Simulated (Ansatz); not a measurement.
# How KF (Carobbiite, Fm-3m) expands on warming

Wanted: α(T), C_P(T) and B(T) of KF (Carobbiite) in the quasi-harmonic approximation.

What experiment has found for this phase:
- volume expansion coefficient 104.4 1e-6/K and heat capacity C_P per formula unit 49 J/mol/K near room temperature (given in “High-Throughput Prediction of Finite-Temperature Properties using the Quasi-Harmonic Approximation”, 2016, arXiv:1603.06924)
- volume expansion coefficient 95.1 1e-6/K near room temperature (given in “Descriptors for thermal expansion in solids”, 2017, arXiv:1701.03966)

Calculated with Ansatz 0.2.0; DFT LDA, scalar-relativistic, plane waves, PAW, in the first sound run; inputs show where later runs differ.

## Step 1: The structure

It takes space group Fm-3m (No. 225, cubic). Conventional cell: a = 5.344 Å, b = 5.344 Å, c = 5.344 Å, α = 90.00°, β = 90.00°, γ = 90.00°. K has 6 F at 2.67 Å nearest. Nearest to F lie 6 K at 2.67 Å. Farther neighbours and most contacts between anions are not listed.

## Step 2: Probe on a coarse mesh

Before spending time, one coarse run tells the gap and the pressure of the starting cell.

File input.yaml:

```yaml
crystal:
  lattice:
    - [0.0, 2.67185, 2.67185]
    - [2.67185, 0.0, 2.67185]
    - [2.67185, 2.67185, 0.0]
  atoms:
    - { symbol: K, position: [0.0, 0.0, 0.0] }
    - { symbol: F, position: [0.5, 0.5, 0.5] }
kpoints:
  mp_grid: { grid: [6, 6, 6] }
hamiltonian:
  xc: lda
scf:
  occupations: { method: gaussian, width: 0.1 }
output:
  forces: true
  stress: true
  eigenvalues: true
```

Started as:

```console
$ ansatz run input.yaml --threads 4 --pin off --max-ram 16384MiB --backend cpu --events-out ev --progress --plain --runs-dir out
```

Numbers of over 12 decimals in the logs are rounded to 6 here.

Output:

```text
Engine: ansatz 0.2.0, aarch64-unknown-linux-gnu
Pseudopotentials: kind: paw
Pseudopotential: K, paw, valence charge 9, recommended cutoff 420 eV (normal), K.paw.azcp
Pseudopotential: F, paw, valence charge 7, recommended cutoff 420 eV (normal), F.paw.azcp
Functional definition: SPW92
  exchange = slater_x
  correlation = pw_c
Crystal: 2 atoms, lattice volume = 38.148 Å³
Basis set: ecut = 420 eV, 725 PW (Γ)
Bands: 12, of which v1, the nominal top of the filled ones, is band 8 counted from 1 (7 counted from 0)
Symmetry: 48 space group operations
Space group: Fm-3m (ITA 225), of the structure as read, at distance tolerance 3.4e-5 Å
k-points: 16 of 216
Non-local potential: K, projectors of the file, l = 0: 3, l = 1: 2, l = 2: 2
Non-local potential: F, projectors of the file, l = 0: 2, l = 1: 2, l = 2: 1
PAW form: soft (Blöchl's): semilocal exchange-correlation on the pseudo side does not see the compensation charge
PAW frozen core: K, regenerated for the run's functional, and the local potential with it (the file was generated under x = pbe(κ = 0.804, μ = 0.219515), c = pbe(β = 0.066725))
PAW frozen core: F, regenerated for the run's functional, and the local potential with it (the file was generated under x = pbe(κ = 0.804, μ = 0.219515), c = pbe(β = 0.066725))
PAW one-centre angular grid: K, 110 points (default); XC on 64 Gauss nodes
PAW one-centre angular grid: F, 110 points (default); XC on 64 Gauss nodes
Initial density: superposition of atomic densities (neutral atoms: chi_scale 0, normalization atom), corrected by the library's trained network
Initial wavefunctions: pseudopotential atomic-orbital guess
Functional: x = slater, c = lda
SCF iter   1: F=—  HF=-2292.754310 eV  |F-HF|=—  |Δ(HF+E_count)|=         —  Δρ=1.54e-2  dr2=6.90e-2  ethr=1.77e-3  ⟨swp⟩=5.3  Hψ=1164  notcnv=0
preconditioner: auto → none  [insulator: Δε(μ)=5.514 eV  Ē_g=17.080 eV  σ=0.100 eV  W_gap=1.00  n_scr=14 (ndim 8)  ℏωp=22.5 eV  f_vac=0.122  D(μ)=0.00/eV (n_scr^D=0)  ε∞_Penn≈2.7]
SCF iter   2: F=—  HF=-2292.740373 eV  |F-HF|=—  |Δ(HF+E_count)|=   1.39e-2  Δρ=1.07e-2  dr2=2.33e-2  ethr=4.31e-4  ⟨swp⟩=2.0  Hψ=489  notcnv=0
SCF iter   3: F=—  HF=-2292.733695 eV  |F-HF|=—  |Δ(HF+E_count)|=   6.68e-3  Δρ=2.17e-3  dr2=8.46e-4  ethr=1.46e-4  ⟨swp⟩=2.0  Hψ=344  notcnv=0
SCF iter   4: F=—  HF=-2292.733400 eV  |F-HF|=—  |Δ(HF+E_count)|=   2.96e-4  Δρ=4.01e-4  dr2=1.97e-5  ethr=5.29e-6  ⟨swp⟩=2.0  Hψ=300  notcnv=0
SCF iter   5: F=—  HF=-2292.733393 eV  |F-HF|=—  |Δ(HF+E_count)|=   7.11e-6  Δρ=1.99e-5  dr2=5.42e-8  ethr=1.23e-7  ⟨swp⟩=2.6  Hψ=297  notcnv=0
SCF iter   6: F=-2292.733393 eV  HF=-2292.733393 eV  |F-HF|=6.51e-9  |Δ(HF+E_count)|=   2.79e-8  Δρ=5.56e-6  dr2=7.49e-9  ethr=3.39e-10  ⟨swp⟩=2.1  Hψ=638  notcnv=0
SCF 1 converged in 6 iterations: F = -2292.733393 eV  dr2 = 7.49e-9
  greatest PAW one-centre occupation: 0.985 electrons in one spin orbital (limit 2), on the K atom at site 0 (counted from 0), in its partial waves of l = 0
SCF converged after 6 iterations
Free energy (F): -2292.733393 eV
Harris-Foulkes:  -2292.733393 eV  (|F-HF|=6.51e-9)
Internal energy: -2292.733393 eV  (E = F + TS)
E sigma→0 (E₀):  -2292.733393 eV
Fermi energy:    3.912815 eV
--- Per-component energies (eV) ---
  E_band       = -129.210523
  E_kinetic    = 459.336478
  E_local      = -1110.579337  (includes V_loc(G=0)·N_el)
  E_nonlocal   = 90.981970
  E_hartree    = 396.867304
  E_xc         = -211.736929
  E_vxc        = -265.500688  (∫ρ·V_xc dr)
  E_paw        = -929.913716  (= ΣΔE_a)
  E_vpaw       = -97.183119  (= ΣTr[D̂ρ^β])
  E_aug_tail   = 0.002025  (compensation charges beyond the density's cutoff)
  E_ewald      = -988.061939
  E_core_change = 0.370752  (= ΣΔE_core)
  E_smearing   = -0.000000  (= −TS)
  E_closure    = -0.000000  (closes the sum)
  Σ components = -2292.733393   (vs F -2292.733393, Δ=0.00e0)
--- Forces (eV/Å), atoms counted from 1 ---
  atom   1  K     -0.00000000     0.00000000     0.00000000
  atom   2  F      0.00000000     0.00000000    -0.00000000
  max |Σ_I F_I| component: 2.90e-29 eV/Å
--- Stress (GPa, compression-positive) ---
       -3.498116       0.000000       0.000000
        0.000000      -3.498116      -0.000000
       -0.000000       0.000000      -3.498116
  P = ⅓ Tr σ = -3.4981 GPa (-34.981 kbar)
--- Band table (eV; the first three rows and the last of 16) ---
  k-point 0: bands = [... 4 lower, -8.0937, 1.0080, 1.0080, 1.0080, 6.8158, 11.5371, 11.5371, 11.5371]
  k-point 1: bands = [... 4 lower, -8.1036, 0.7575, 0.9135, 0.9135, 7.5713, 11.1021, 11.9038, 11.9038]
  k-point 2: bands = [... 4 lower, -8.1229, 0.3449, 0.7312, 0.7312, 9.1461, 10.8109, 12.6395, 12.6395]
  k-point 15: bands = [... 4 lower, -8.2201, 0.6737, 0.8124, 0.8875, 9.6807, 11.3245, 11.8005, 14.3732]
```

It took 0.31 s on 4 threads of Arm Neoverse V1, shared host; peak memory 0.25 GiB; 0.76 s of CPU time.

This step gave:

| Item | Value |
| --- | --- |
| pressure | -3.498 GPa |
| gap on the k-mesh | 5.808 eV |
| volume per atom | 19.07 Å³ |

The start is under -3.5 GPa at this level and looks like an insulator or semiconductor on this mesh.

## Step 3: Relaxation

Phonons are second derivatives about a minimum, so cell and atoms are relaxed first, inside the symmetry of the start.

input.yaml, the sections that differ from step 2:

```yaml
kpoints:
  mp_grid: { grid: [8, 8, 8] }
scf:
  occupations: { method: gaussian, width: 0.02 }
output:
  forces: true
  stress: true
  eigenvalues: true
  write_density: true
  write_potential: true
  elf: true
  volumetric_format: npy
relax:
  adjacent_minimum: "off"
  f_tol: 0.005
  max_steps: 80
  cell: { stress_tol: 0.05 }
# crystal, hamiltonian: as in step 2
```

Output:

```text
[...]
Crystal: 2 atoms, lattice volume = 38.148 Å³
Basis set: ecut = 420 eV, 725 PW (Γ)
Bands: 12, of which v1, the nominal top of the filled ones, is band 8 counted from 1 (7 counted from 0)
Symmetry: 48 space group operations
[...]
k-points: 29 of 512
[...]
SCF iter   1: F=—  HF=-2292.754365 eV  |F-HF|=—  |Δ(HF+E_count)|=         —  Δρ=1.54e-2  dr2=6.89e-2  ethr=1.77e-3  ⟨swp⟩=6.1  Hψ=2280  notcnv=0
[...]
SCF iter   6: F=-2292.733483 eV  HF=-2292.733483 eV  |F-HF|=8.05e-9  |Δ(HF+E_count)|=   2.87e-8  Δρ=6.10e-6  dr2=9.14e-9  ethr=3.83e-10  ⟨swp⟩=4.7  Hψ=1755  notcnv=0
SCF 1 converged in 6 iterations: F = -2292.733483 eV  dr2 = 9.14e-9
[...]
relax step   1: F+E_penalty+E_count = -2292.73348302 eV  Δ(F+E_penalty+E_count) = +0.000e0 eV  max|allowed force component| = 2.657e-29 eV/Å  Δτ_max = 0.0000 Å  P = -3.497 GPa  Ω = 38.148 Å³  (6 SCF iters, dr2 threshold 1.00e-7 eV, accepted)
Crystal: 2 atoms, lattice volume = 34.287 Å³
Basis set: ecut = 420 eV, 645 PW (Γ)
[...]
iter 1 solved again at ethr=2.05e-4 eV; its pass at ethr=3.10e-3 eV (dr2=3.28e-2 eV) is discarded
[...]
SCF iter   6: F=-2292.785044 eV  HF=-2292.785044 eV  |F-HF|=2.17e-9  |Δ(HF+E_count)|=   1.65e-7  Δρ=2.95e-6  dr2=2.64e-9  ethr=1.25e-9  ⟨swp⟩=8.1  Hψ=2182  notcnv=0
SCF 2 converged in 6 iterations: F = -2292.785044 eV  dr2 = 2.64e-9
relax step   2: F+E_penalty+E_count = -2292.78504449 eV  Δ(F+E_penalty+E_count) = -5.156e-2 eV  max|allowed force component| = 7.428e-29 eV/Å  Δτ_max = 0.0000 Å  P = +0.508 GPa  Ω = 34.287 Å³  energy of the carried Pulay correction = +1.117e-2 eV  (6 SCF iters, dr2 threshold 2.00e-7 eV, accepted)
Crystal: 2 atoms, lattice volume = 34.733 Å³
[...]
SCF iter   5: F=-2292.784283 eV  HF=-2292.784283 eV  |F-HF|=3.01e-9  |Δ(HF+E_count)|=   2.53e-9  Δρ=4.45e-6  dr2=4.10e-9  ethr=1.25e-9  ⟨swp⟩=7.4  Hψ=1869  notcnv=0
SCF 3 converged in 5 iterations: F = -2292.784283 eV  dr2 = 4.10e-9
relax step   3: F+E_penalty+E_count = -2292.78428336 eV  Δ(F+E_penalty+E_count) = +7.611e-4 eV  max|allowed force component| = 5.185e-30 eV/Å  Δτ_max = 0.0000 Å  P = -0.077 GPa  Ω = 34.733 Å³  energy of the carried Pulay correction = +9.821e-3 eV  (5 SCF iters, dr2 threshold 2.00e-7 eV, accepted)
[...]
relax step   4: F+E_penalty+E_count = -2292.78447776 eV  Δ(F+E_penalty+E_count) = -1.944e-4 eV  max|allowed force component| = 3.504e-29 eV/Å  Δτ_max = 0.0000 Å  P = -0.002 GPa  Ω = 34.673 Å³  energy of the carried Pulay correction = +1.000e-2 eV  (4 SCF iters, dr2 threshold 1.50e-8 eV, accepted)
[...]
relax step   5: F+E_penalty+E_count = -2292.77865449 eV  Δ(F+E_penalty+E_count) = +5.823e-3 eV  max|allowed force component| = 9.585e-29 eV/Å  Δτ_max = 0.0000 Å  P = -0.350 GPa  Ω = 34.673 Å³  stress off target by 3.50e-1 GPa  SCF on the basis re-selected at this cell (its energy is not comparable with the rows above)  (6 SCF iters)
[...]
relax step   6: F+E_penalty+E_count = -2292.77975961 eV  Δ(F+E_penalty+E_count) = -1.105e-3 eV  max|allowed force component| = 1.262e-29 eV/Å  Δτ_max = 0.0000 Å  P = +0.017 GPa  Ω = 34.399 Å³  energy of the carried Pulay correction = +8.188e-4 eV  (4 SCF iters, dr2 threshold 2.00e-7 eV, accepted)
[...]
SCF iter   1: F=—  HF=-2292.778749 eV  |F-HF|=—  |Δ(HF+E_count)|=         —  Δρ=7.68e-5  dr2=3.29e-7  ethr=2.19e-6  ⟨swp⟩=2.3  Hψ=2991  notcnv=0
eigensolver tolerance schedule: the retry pair's looser diagonalisation over-reported the residual by 1067.95 of it (diagonalisation noise at 3.11 of the residual, at the tolerance the schedule requests for it); recorded, not acted on — ethr = c·dr2/N_el stays at c = 1.0e-1
[...]
SCF iter   2: F=—  HF=-2292.778749 eV  |F-HF|=—  |Δ(HF+E_count)|=   2.75e-7  Δρ=3.62e-5  dr2=1.60e-7  ethr=2.05e-9  ⟨swp⟩=2.0  Hψ=570  notcnv=0
[...]
SCF iter   5: F=-2292.778749 eV  HF=-2292.778749 eV  |F-HF|=1.82e-12  |Δ(HF+E_count)|=  3.91e-11  Δρ=2.32e-7  dr2=8.39e-12  ethr=1.00e-12  ⟨swp⟩=3.0  Hψ=1412  notcnv=0
SCF 7 converged in 5 iterations: F = -2292.778749 eV  dr2 = 8.39e-12
relax step   7: F+E_penalty+E_count = -2292.77874898 eV  Δ(F+E_penalty+E_count) = +1.011e-3 eV  max|allowed force component| = 1.601e-29 eV/Å  Δτ_max = 0.0000 Å  P = -0.011 GPa  Ω = 34.399 Å³  stress off target by 1.12e-2 GPa  SCF on the basis re-selected at this cell (its energy is not comparable with the rows above)  (5 SCF iters)
[...]
SCF converged after 5 iterations
Free energy (F): -2292.778749 eV
[...]
Internal energy: -2292.778749 eV  (E = F + TS)
E sigma→0 (E₀):  -2292.778749 eV
Fermi energy:    4.958728 eV
[...]
--- Stress (GPa, compression-positive) ---
       -0.011184      -0.000000      -0.000000
       -0.000000      -0.011184      -0.000000
       -0.000000      -0.000000      -0.011184
  P = ⅓ Tr σ = -0.0112 GPa (-0.112 kbar)
--- Band table (eV; the first three rows and the last of 29) ---
  k-point 0: bands = [... 4 lower, -6.9760, 1.7756, 1.7756, 1.7756, 8.1418, 12.5715, 12.5715, 12.5715]
  k-point 1: bands = [... 4 lower, -6.9826, 1.6007, 1.7037, 1.7037, 8.6233, 12.2836, 12.8089, 12.8089]
  k-point 2: bands = [... 4 lower, -6.9982, 1.2366, 1.5362, 1.5362, 9.7835, 11.9342, 13.4062, 13.4062]
  k-point 28: bands = [... 4 lower, -7.0801, 1.2602, 1.6571, 1.6571, 11.5699, 11.5699, 13.4381, 15.7585]
--- Relaxed structure (5 steps of the walk, 5 accepted, 2 SCFs on fresh bases) ---
  F+E_penalty+E_count = -2292.77874898 eV   max|allowed force component| = 1.601e-29 eV/Å   (the final SCF, on the basis selected at the relaxed cell)
  cell:  # Å, volume = 34.3985 Å³
    - [0, 2.581289, 2.581289]
    - [2.581289, 0, 2.581289]
    - [2.581289, 2.581289, 0]
  atoms:
    - { symbol: K, position: [0, 0, 0] }
    - { symbol: F, position: [0.5, 0.5, 0.5] }
```

The job ended after 2.3 s (4 threads; peak memory 0.29 GiB).

The steps of the relaxation:

| step | energy less that of the first step (eV) | largest force component (eV/Å) | pressure (GPa) | volume (Å³) |
| --- | --- | --- | --- | --- |
| 1 | 0.0000 | 0.0000 | -3.50 | 38.15 |
| 2 | -0.0516 | 0.0000 | 0.51 | 34.29 |
| 3 | -0.0508 | 0.0000 | -0.08 | 34.73 |
| 4 | -0.0510 | 0.0000 | 0.00 | 34.67 |
| 5* | -0.0452 | 0.0000 | -0.35 | 34.67 |
| 6 | -0.0463 | 0.0000 | 0.02 | 34.40 |
| 7* | -0.0453 | 0.0000 | -0.01 | 34.40 |

Relaxation steps marked * repeat the geometry before them on a plane-wave basis chosen anew for their cell, so energy and pressure can jump there.

The run keeps the 48 symmetry operations that it works with, so distortions that break them were not tested.

| conventional cell, symmetrised | before | after | change |
| --- | --- | --- | --- |
| a (Å) | 5.344 | 5.163 | -3.4 % |
| b (Å) | 5.344 | 5.163 | -3.4 % |
| c (Å) | 5.344 | 5.163 | -3.4 % |
| volume (Å³/atom) | 19.07 | 17.20 | -9.8 % |

Final coordinates:

```xyz
2
Lattice="0.0000 2.5813 2.5813 2.5813 0.0000 2.5813 2.5813 2.5813 0.0000" Properties=species:S:1:pos:R:3 pbc="T T T"
K     0.0000    0.0000    0.0000
F     2.5813    2.5813    2.5813
```

Numbers from this step:

* pressure: -0.01118 GPa
* gap on the k-mesh: 6.366 eV
* volume per atom: 17.20 Å³

ELF in the ac plane of the conventional cell at fractional y = 0.000, with atoms of K and F within 0.2 Å of it. It is the smooth field of the valence electrons, not physical close to the nuclei.

Values, 14 rows by 14 columns, each cell a mean:
```
0.75 0.85 0.71 0.15 0.32 0.75 0.73 0.69 0.79 0.56 0.11 0.47 0.84 0.79
0.85 0.81 0.53 0.09 0.22 0.61 0.75 0.76 0.70 0.40 0.07 0.30 0.73 0.84
0.49 0.38 0.16 0.03 0.08 0.22 0.32 0.34 0.27 0.13 0.03 0.09 0.30 0.47
0.12 0.09 0.05 0.02 0.03 0.09 0.15 0.17 0.13 0.06 0.01 0.03 0.07 0.11
0.59 0.50 0.26 0.05 0.16 0.53 0.71 0.74 0.63 0.34 0.06 0.13 0.40 0.56
0.77 0.76 0.50 0.09 0.38 0.81 0.85 0.83 0.85 0.63 0.13 0.27 0.70 0.79
0.59 0.77 0.59 0.12 0.49 0.85 0.75 0.66 0.83 0.74 0.17 0.34 0.76 0.69
0.69 0.79 0.56 0.11 0.47 0.84 0.79 0.75 0.85 0.71 0.15 0.32 0.75 0.73
0.76 0.70 0.40 0.07 0.30 0.73 0.84 0.85 0.81 0.53 0.09 0.22 0.61 0.75
0.34 0.27 0.13 0.03 0.09 0.30 0.47 0.49 0.38 0.16 0.03 0.08 0.22 0.32
0.17 0.13 0.06 0.01 0.03 0.07 0.11 0.12 0.09 0.05 0.02 0.03 0.09 0.15
0.74 0.63 0.34 0.06 0.13 0.40 0.56 0.59 0.50 0.26 0.05 0.16 0.53 0.71
0.83 0.85 0.63 0.13 0.27 0.70 0.79 0.77 0.76 0.50 0.09 0.38 0.81 0.85
0.66 0.83 0.74 0.17 0.34 0.76 0.69 0.59 0.77 0.59 0.12 0.49 0.85 0.75
```
Columns run along a (5.2 Å), rows up along c (5.2 Å), edges of the conventional cell, whose origin can differ from the input's. Atoms in or near the plane, at fractional coordinates: K at (0.00, 0.00), K at (0.50, 0.50), F at (0.50, 0.00), F at (0.00, 0.50).

Valence density in the ac plane of the conventional cell at fractional y = 0.000, with atoms of K and F within 0.2 Å of it. It is the smooth field of the valence electrons, not physical close to the nuclei.

Ten steps, logarithmic in the rise over the least value, from '0' (0 e/Å³) to '9' (11 e/Å³), each cell a mean:
```
77412589731367
65311356420246
32100122100023
11000112100001
42101344310023
75212577631147
97413677742269
97313677741258
64202466531135
21000233210012
21000011100011
43100234210134
76311477521257
77422699741367
```
Columns run along a (5.2 Å), rows up along c (5.2 Å), edges of the conventional cell, whose origin can differ from the input's. Atoms in or near the plane, at fractional coordinates: K at (0.00, 0.00), K at (0.50, 0.50), F at (0.50, 0.00), F at (0.00, 0.50).

Electrostatic potential energy in the ac plane of the conventional cell at fractional y = 0.000, with atoms of K and F within 0.2 Å of it. With pseudopotentials it is smooth inside the atoms' cores, unlike the true potential.

Ten even steps from '_' (-42 eV) to '@' (9 eV), each cell a mean:
```
__::**@@@@##::..==@@@@%%==__
--++%%@@@@@@##**%%@@@@@@**==
%%%%@@@@@@@@@@@@@@@@@@@@@@%%
@@@@@@@@@@@@@@@@@@@@@@@@@@@@
@@@@@@@@@@%%****##%%@@@@@@@@
--**@@@@%%++::..--##@@@@%%==
__--@@@@%%--____..**@@@@**..
..==@@@@%%==____::**@@@@##::
**%%@@@@@@**==--++%%@@@@@@##
@@@@@@@@@@@@%%%%%%@@@@@@@@@@
@@@@@@@@@@@@@@@@@@@@@@@@@@@@
**##%%@@@@@@@@@@@@@@@@@@%%**
..--##@@@@%%==--**@@@@%%++::
__..**@@@@**..__--@@@@%%--__
```
Columns run along a (5.2 Å; values clipped at the 3rd and 97th percentile), rows up along c (5.2 Å), edges of the conventional cell, whose origin can differ from the input's. Atoms in or near the plane, at fractional coordinates: K at (0.00, 0.00), K at (0.50, 0.50), F at (0.50, 0.00), F at (0.00, 0.50).

The relaxation ends with a pressure of -0.01 GPa.

(Part 1 of 5 ends here.)

[Logs are printed without paths, hosts, clocks, repeated set-up lines and the standing remarks that a program may print on its own settings, such as how far it seeks lower states.]

[Hosts, paths, dates, database ids (printed as entryN), source tags and the programs' standing remarks are cut or masked in the printed files.]

[A step with changed settings may run another functional than the one named; its input shows which.]
